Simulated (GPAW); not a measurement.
## The basis that the transmission of a K chain with a Cl atom bridging one bond needs: single-zeta polarised basis

GPAW 26.7.0; GPAW LCAO, PAW setups; Landauer transmission from Green's functions with principal layers (ASE), zero bias.

One radial function a shell plus polarisation makes the matrices smaller; the question is what that costs.

run.py reads:

```python
import json
import numpy as np
from ase import Atoms
from ase.transport.calculators import TransportCalculator
from gpaw import GPAW, FermiDirac
from gpaw.lcao.tools import get_lcao_hamiltonian
from scipy.linalg import eigh

# The junction with lead layers at both ends, along the third cell vector
device = Atoms(
    ['K', 'K', 'K', 'K', 'K', 'Cl', 'K', 'K', 'K', 'K', 'K'],
    positions=[
        [4.50000, 4.50000, 2.05000],
        [4.50000, 4.50000, 6.15000],
        [4.50000, 4.50000, 10.25000],
        [4.50000, 4.50000, 14.35000],
        [4.50000, 4.50000, 18.45000],
        [6.30838, 4.50000, 20.60000],
        [4.50000, 4.50000, 22.75000],
        [4.50000, 4.50000, 26.85000],
        [4.50000, 4.50000, 30.95000],
        [4.50000, 4.50000, 35.05000],
        [4.50000, 4.50000, 39.15000]],
    cell=[[9.0, 0.0, 0.0], [0.0, 9.0, 0.0], [0.0, 0.0, 41.2]],
    pbc=True)

# One principal layer of the lead: the first 3 atoms of the device
lead = Atoms(
    ['K', 'K', 'K'],
    positions=[
        [4.50000, 4.50000, 2.05000],
        [4.50000, 4.50000, 6.15000],
        [4.50000, 4.50000, 10.25000]],
    cell=[[9.0, 0.0, 0.0], [0.0, 9.0, 0.0], [0.0, 0.0, 12.3]],
    pbc=True)

settings = dict(mode='lcao', basis='szp(dzp)', xc='PBE', h=0.2,
                occupations=FermiDirac(0.1), maxiter=250,
                mixer=dict(beta=0.1, nmaxold=8, weight=100.0),
                convergence=dict(density=0.0001))
energies = np.arange(-2, 2 + 1e-9, 0.05)
eta = 0.0001
n1, n2 = 1, 1
# k and -k transmit alike, so half of the mesh across the current serves
mesh = [(i, j) for i in range(n1) for j in range(n2) if (i, j) <= (-i % n1, -j % n2)]
weights = np.array([1 if (i, j) == (-i % n1, -j % n2) else 2 for i, j in mesh]) / (n1 * n2)

# [... helper functions left out ...]
fermi_lead = ground_state(lead, (1, 1, 9), 'lead.txt')
fermi_device = ground_state(device, (1, 1, 2), 'device.txt')
# [... loop over the mesh left out, but for ...]
        # Shift the lead onto the potential of the device's first layer
        shift = ((H[:, 0, 0] - H0[:, 0, 0]) / S0[0, 0]).real.mean()
# [...]
kT = 8.617333e-5 * 500
bias = [0.1, 0.2, 0.5, 1.0, 1.5, 2.0]
# [... integrals and printing left out ...]
```

Started as:

```console
OMP_NUM_THREADS=1 OPENBLAS_NUM_THREADS=1 python run.py
```

Q: Predict the conductance; and current through one cell, from the zero-bias transmission against bias.

Each channel passes at most one electron wave, so a value between whole numbers means that at least one channel is partly reflected. Current over bias at the lowest bias computed gives the conductance there: 14.3 μS, or 0.185 G₀ with G₀ = 2e²/h = 77.5 μS.

Numbers from this step:

| Item | Value |
| --- | --- |
| conductance | 0.1854 G₀ |
| thermopower | -17.21 μV/K |
| largest misfit of the first principal layer | 0.04320 eV |
| shift that aligns the lead | -0.006293 eV |
| basis functions of the junction | 119 |
| basis functions of a principal layer | 33 |
| transmission at the Fermi level (one spin) | 0.1878 |

One spin. Transmission, zone mean against energy, zero at the Fermi level:

```
energy (eV)  transmission, zone mean
      -2.00                  8.0e-12
      -1.90                  7.2e-12
      -1.80                  6.5e-12
      -1.70                  5.8e-12
      -1.55                  4.9e-12
      -1.45                  4.3e-12
      -1.35                  3.8e-12
      -1.25                  3.3e-12
      -1.15                  2.8e-12
      -1.05                  2.3e-12
      -0.90                  1.5e-12
      -0.80                        0
      -0.70                        0
      -0.60                   3.7e-4
      -0.50                  0.00707
      -0.40                   0.0348
      -0.25                   0.0969
      -0.15                    0.141
      -0.05                    0.175
       0.00                    0.188
       0.05                    0.199
       0.15                    0.219
       0.25                    0.241
       0.40                    0.286
       0.50                    0.324
       0.60                    0.368
       0.70                    0.415
       0.80                    0.462
       0.90                    0.506
       1.05                    0.559
       1.15                    0.582
       1.25                    0.588
       1.35                    0.566
       1.45                    0.473
       1.55                   0.0751
       1.65                    0.188
       1.70                   0.0746
       1.80                   0.0615
       1.90                   0.0926
       2.00                    0.241
```

Not self-consistent under bias; the bias window is split evenly. The current through one cell, from the zero-bias transmission by bias:

```
bias (V)  current through one cell, from the zero-bias transmission (μA)
   0.100                                                            1.43
   0.200                                                            2.86
   0.500                                                            6.96
   1.000                                                            13.4
   1.500                                                            20.8
   2.000                                                            30.3
```

Transmission of the three most open eigenchannels against energy, zero at the Fermi level:

```
energy (eV)  channel 1  channel 2  channel 3
      -2.00    8.0e-12          0          0
      -1.90    7.2e-12          0          0
      -1.80    6.5e-12          0          0
      -1.70    5.8e-12          0          0
      -1.55    4.9e-12          0          0
      -1.45    4.3e-12          0          0
      -1.35    3.8e-12          0          0
      -1.25    3.3e-12          0          0
      -1.15    2.8e-12          0          0
      -1.05    2.3e-12          0          0
      -0.90    1.5e-12          0          0
      -0.80          0          0          0
      -0.70          0          0          0
      -0.60     3.7e-4    3.9e-11          0
      -0.50    0.00707    1.4e-11          0
      -0.40     0.0348    4.7e-12          0
      -0.25     0.0969    2.2e-12          0
      -0.15      0.141    1.5e-12          0
      -0.05      0.175    1.1e-12          0
       0.00      0.188          0          0
       0.05      0.199          0          0
       0.15      0.219          0          0
       0.25      0.241          0          0
       0.40      0.286          0          0
       0.50      0.324          0          0
       0.60      0.368          0          0
       0.70      0.415          0          0
       0.80      0.462          0          0
       0.90      0.506          0          0
       1.05      0.559          0          0
       1.15      0.582          0          0
       1.25      0.588          0          0
       1.35      0.566          0          0
       1.45      0.473          0          0
       1.55     0.0751    4.4e-12          0
       1.70     0.0733    0.00124     5.5e-9
       1.80     0.0584    0.00312     2.7e-9
       1.90     0.0860    0.00657     4.1e-9
       2.00      0.230     0.0113     1.0e-7
```

[Logs are printed without paths, hosts, clocks, repeated set-up lines and the standing remarks that a program may print on its own settings, such as how far it seeks lower states.]

[Hosts, paths, dates, database ids (printed as entryN), source tags and the programs' standing remarks are cut or masked in the printed files.]
